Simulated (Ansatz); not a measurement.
# Lattice dynamics of InPd (Pm-3m)

Aim: the phonons of InPd (Pm-3m) at a cell relaxed beforehand at this level. After the zone centre comes a 4×4×4 q mesh on a 16×16×16 k mesh.

Calculated with Ansatz 0.2.0; DFT PBEsol, scalar-relativistic, plane waves, PAW; PAW set soft_1.

**1. The starting structure**

It takes space group Pm-3m (No. 221, cubic). The conventional cell has a = 3.247 Å, b = 3.247 Å, c = 3.247 Å, α = 90.00°, β = 90.00°, γ = 90.00°. In has 8 Pd at 2.81 Å nearest. Nearest to Pd lie 8 In at 2.81 Å. Farther neighbours are not listed.

**2. Linear response at the zone centre**

The cell comes from relaxations at this level that are not shown. The zone centre comes first: it holds the modes that light can see, as far as symmetry allows. No field response is asked, since the mesh shows no gap.

File input.yaml:

```yaml
crystal:
  lattice:
    - [3.2468110582, 0.0, 0.0]
    - [0.0, 3.2468110582, 0.0]
    - [0.0, 0.0, 3.2468110582]
  atoms:
    - { symbol: In, position: [0.0, 0.0, 0.0] }
    - { symbol: Pd, position: [0.5, 0.5, 0.5] }
kpoints:
  mp_grid: { grid: [16, 16, 16] }
hamiltonian:
  xc: pbesol
  pseudopotentials: { kind: paw, azcp: { folder: soft_1 }, xc_functional: pbe }
scf:
  occupations: { method: methfessel_paxton, width: 0.2 }
output:
  eigenvalues: true
phonons:
  method: dfpt
```

On the command line:

```sh
$ ansatz run input.yaml --threads 4 --pin off --max-ram 10240MiB --backend cpu --events-out ev --progress --plain --runs-dir out
```

Numbers of over 12 decimals in the logs are rounded to 6 here.

The program printed:

```text
Engine: ansatz 0.2.0, aarch64-unknown-linux-gnu
Pseudopotentials: kind: paw
Pseudopotential: In, paw, valence charge 13, recommended cutoff 420 eV (normal), soft_1/In.paw.azcp
Pseudopotential: Pd, paw, valence charge 18, recommended cutoff 420 eV (normal), soft_1/Pd.paw.azcp
Functional definition: PBEsol
  exchange = pbesol_x
  correlation = pbesol_c
Crystal: 2 atoms, lattice volume = 34.227 Å³
Basis set: ecut = 420 eV, 691 PW (Γ), exchange–correlation on 48×48×48 points (8 copies of the dense FFT grid, shifted against one another)
Bands: 20, of which v1, the nominal top of the filled ones, is band 16 counted from 1 (15 counted from 0)
Symmetry: 48 space group operations
k-points: 405 of 4096 (irreducible under 8 space group operations, time reversal used)
Non-local potential: In, projectors of the file, l = 0: 2, l = 1: 2, l = 2: 2, l = 3: 1
Non-local potential: Pd, projectors of the file, l = 0: 2, l = 1: 2, l = 2: 2, l = 3: 1
PAW form: soft (Blöchl's): semilocal exchange-correlation on the pseudo side does not see the compensation charge
PAW frozen core: In, regenerated for the run's functional, and the local potential with it (the file was generated under x = pbe(κ = 0.804, μ = 0.219515), c = pbe(β = 0.066725))
PAW frozen core: Pd, regenerated for the run's functional, and the local potential with it (the file was generated under x = pbe(κ = 0.804, μ = 0.219515), c = pbe(β = 0.066725))
PAW one-centre angular grid: In, 590 points (default); XC on 64 Gauss nodes
PAW one-centre angular grid: Pd, 590 points (default); XC on 64 Gauss nodes
Initial density: superposition of atomic densities (chi_scale 0.1, normalization cell, long waves kept (reshape's long-wave potential 0.00 eV rms))
Initial wavefunctions: pseudopotential atomic-orbital guess
Functional: x = pbesol(κ = 0.804, μ = 0.123457), c = pbesol(β = 0.046)
SCF iter   1: F=—  HF=-12436.895771 eV  |F-HF|=—  |Δ(HF+E_count)|=         —  Δρ=2.06e-1  dr2=2.02e1  ethr=3.10e-3  ⟨swp⟩=5.0  Hψ=36187  notcnv=0
preconditioner: auto → none  [metal: Δε(μ)=0.007 eV  Ē_g=14.592 eV  σ=0.200 eV  W_gap=0.03  n_scr=6 (ndim 8)  ℏωp=30.4 eV  f_vac=0.000  D(μ)=1.90/eV (n_scr^D=18)  sad-step TF]
SCF iter   2: F=—  HF=-12435.012002 eV  |F-HF|=—  |Δ(HF+E_count)|=    1.88e0  S|Δr|=    0.00e0  Δρ=1.34e-1  dr2=9.31e0  ethr=3.10e-3  ⟨swp⟩=2.0  Hψ=14778  notcnv=0  defer=39
SCF iter   3: F=—  HF=-12433.273837 eV  |F-HF|=—  |Δ(HF+E_count)|=    1.74e0  S|Δr|=    0.00e0  Δρ=2.06e-2  dr2=2.15e-1  ethr=3.10e-3  ⟨swp⟩=3.1  Hψ=14126  notcnv=0  defer=39
SCF iter   4: F=—  HF=-12433.239284 eV  |F-HF|=—  |Δ(HF+E_count)|=   3.46e-2  S|Δr|=    0.00e0  Δρ=3.34e-3  dr2=3.29e-3  ethr=6.92e-4  ⟨swp⟩=1.7  Hψ=11975  notcnv=0  defer=43
SCF iter   5: F=—  HF=-12433.238117 eV  |F-HF|=—  |Δ(HF+E_count)|=   1.17e-3  S|Δr|=    0.00e0  Δρ=1.53e-3  dr2=9.05e-4  ethr=1.06e-5  ⟨swp⟩=2.0  Hψ=12570  notcnv=0  defer=43
SCF iter   6: F=—  HF=-12433.237842 eV  |F-HF|=—  |Δ(HF+E_count)|=   2.74e-4  S|Δr|=    0.00e0  Δρ=1.80e-4  dr2=2.02e-5  ethr=2.92e-6  ⟨swp⟩=2.0  Hψ=10490  notcnv=0  defer=43
SCF iter   7: F=—  HF=-12433.237840 eV  |F-HF|=—  |Δ(HF+E_count)|=   2.50e-6  S|Δr|=    0.00e0  Δρ=5.77e-5  dr2=1.99e-6  ethr=6.51e-8  ⟨swp⟩=2.0  Hψ=10518  notcnv=0  defer=43
SCF iter   8: F=—  HF=-12433.237838 eV  |F-HF|=—  |Δ(HF+E_count)|=   1.86e-6  S|Δr|=    0.00e0  Δρ=1.62e-5  dr2=1.56e-7  ethr=6.42e-9  ⟨swp⟩=1.2  Hψ=8187  notcnv=0  defer=43
SCF iter   9: F=—  HF=-12433.237838 eV  |F-HF|=—  |Δ(HF+E_count)|=   3.11e-8  S|Δr|=    0.00e0  Δρ=1.77e-6  dr2=1.95e-9  ethr=5.03e-10  ⟨swp⟩=2.0  Hψ=9500  notcnv=0  defer=43
SCF iter  10: F=-12433.237838 eV  HF=-12433.237838 eV  |F-HF|=1.82e-12  |Δ(HF+E_count)|=  2.42e-10  S|Δr|=    0.00e0  Δρ=8.27e-8  dr2=1.90e-12  ethr=1.00e-12  ⟨swp⟩=5.3  Hψ=39696  notcnv=0
the search or the solves at the SCF's close seem to have found levels that the self-consistency loop had missed (the run counts 1). By its estimate they hold under 1e-12 electrons; where the run keeps them, the occupations were computed again with them
SCF 1 converged in 10 iterations: F = -12433.237838 eV  dr2 = 1.90e-12
  greatest PAW one-centre occupation: 0.999 electrons in one spin orbital (limit 2), on the Pd atom at site 1 (counted from 0), in its partial waves of l = 0
DFPT response loops at Γ: preconditioner auto → Kerker (q_TF=auto, 2.684 Å⁻¹) (partly filled bands, converged f_vac=0.000); β = 1.00, the filter's whole step (`scf.mixing.beta` (0.50) is not read by the response loops under this deck's `scf.mixing.preconditioner`; to damp them name `kerker` or `kerker_dos`, under which they read `scf.mixing.beta`, and type it under 1.00, their step now; both keys bind the ground state too); Broyden in place of MSR1
SCF converged after 10 iterations
Stability not checked: this state was not tested for a lower state beside it, because cold or Methfessel-Paxton smearing, or corrected tetrahedra, fill the levels in a way that the test cannot read (fill_not_monotonic; see scf.lower_state_search)
Free energy (F): -12433.237838 eV
Harris-Foulkes:  -12433.237838 eV  (|F-HF|=1.82e-12)
Internal energy: -12433.238087 eV  (E = F + TS)
E sigma→0 (E₀):  -12433.237900 eV
Entropy (-TS):   0.000249 eV (0.125 meV/atom)
Fermi energy:    17.094558 eV
--- Per-component energies (eV) ---
  E_band       = -135.791130
  E_kinetic    = 671.552000
  E_local      = -2878.495686  (includes V_loc(G=0)·N_el)
  E_nonlocal   = 701.789292
  E_hartree    = 1171.328381
  E_xc         = -280.530188
  E_vxc        = -266.063816  (∫ρ·V_xc dr)
  E_paw        = -7885.357424  (= ΣΔE_a)
  E_vpaw       = -707.230135  (= ΣTr[D̂ρ^β])
  E_aug_tail   = 0.000370  (compensation charges beyond the density's cutoff)
  E_ewald      = -3934.063261
  E_core_change = 0.538429  (= ΣΔE_core)
  E_smearing   = 0.000249  (= −TS)
  E_closure    = 0.000000  (closes the sum)
  Σ components = -12433.237838   (vs F -12433.237838, Δ=0.00e0)
--- Band table (eV; the first three rows and the last of 405) ---
  k-point 0: bands = [... 12 lower, 14.7332, 14.7332, 14.7332, 21.2658, 21.2658, 21.2658, 26.7363, 27.7944]
  k-point 1: bands = [... 12 lower, 14.6825, 14.6825, 14.7300, 20.8065, 21.3959, 21.3959, 26.9586, 27.7682]
  k-point 2: bands = [... 12 lower, 14.5453, 14.5453, 14.7209, 19.7703, 21.7712, 21.7712, 27.1359, 27.6920]
  k-point 404: bands = [... 12 lower, 15.3757, 15.3757, 17.0271, 20.8456, 20.8456, 20.8456, 21.5355, 21.5355]
--- Phonons (Γ-DFPT): 2 representative perturbations + reference, on 405 of 4096 k-points (Σ response iterations 7) ---
  k mesh reduced under 8 symmetry operations, with k and −k counted as one. Each operation leaves every solved perturbation unchanged. A smaller set is not used because it would not reduce the number of displacements times k-points to solve
  ASR residual: 4.227e-5 → 0.000e0 eV/Å²; symmetrization residual: 1.334e-5 eV/Å²
  ASR residual per site (eV/Å²): 3.92e-5 4.23e-5
  Γ frequencies (cm⁻¹): 0.00 0.00 0.00 144.85 144.85 144.85
  non-analytic LO–TO correction: not included (Born effective charges unavailable; polar crystals: no LO–TO splitting at Γ)
```

The job ended after 21 s (4 threads of Arm Neoverse V1, shared host; peak memory 1 GiB).

Reading the cycles: dr2 is the Hartree energy of the density residual (eV), the measure of convergence; HF is the Harris–Foulkes estimate of the energy, which meets the free energy F at convergence.

Numbers from this step:

```yaml
volume_per_atom: 17.11 Å³
gap_on_the_k_mesh: 0 eV
sum_rule_residual_before_enforcement: 4.23e-5 eV/Å²
point_group: m-3m
highest_optical_mode_at_the_zone_centre_no_lo_to_term: 144.8 cm⁻¹
lowest_optical_zone_centre_mode: 144.8 cm⁻¹
```

Patterns of degenerate modes are one choice out of their space. The modes at Γ (shares of kinetic energy by element, %):

| mode | frequency (cm⁻¹) | symmetry | In % | Pd % |
| --- | --- | --- | --- | --- |
| 1 | 0.0 | acoustic | 52 | 48 |
| 2 | 0.0 | acoustic | 52 | 48 |
| 3 | 0.0 | acoustic | 52 | 48 |
| 4 | 144.8 | T1u | 48 | 52 |
| 5 | 144.8 | T1u | 48 | 52 |
| 6 | 144.8 | T1u | 48 | 52 |

Displacements in mode 5 (144.8 cm⁻¹), the largest set to 1:
```
In1  0.00  0.00 -0.93
Pd2  0.00  0.00  1.00
```

Before it was imposed, the acoustic sum rule was missed by 4.2e-5 eV/Å². Small misses are needed for a sound result but don't prove that mesh and cutoff are converged. The lowest optical mode is real, 145 cm⁻¹.

(Continued in part 2 of 2.)

[Logs are printed without paths, hosts, clocks, repeated set-up lines and the standing remarks that a program may print on its own settings, such as how far it seeks lower states.]

[Hosts, paths, dates, database ids (printed as entryN), source tags and the programs' standing remarks are cut or masked in the printed files.]
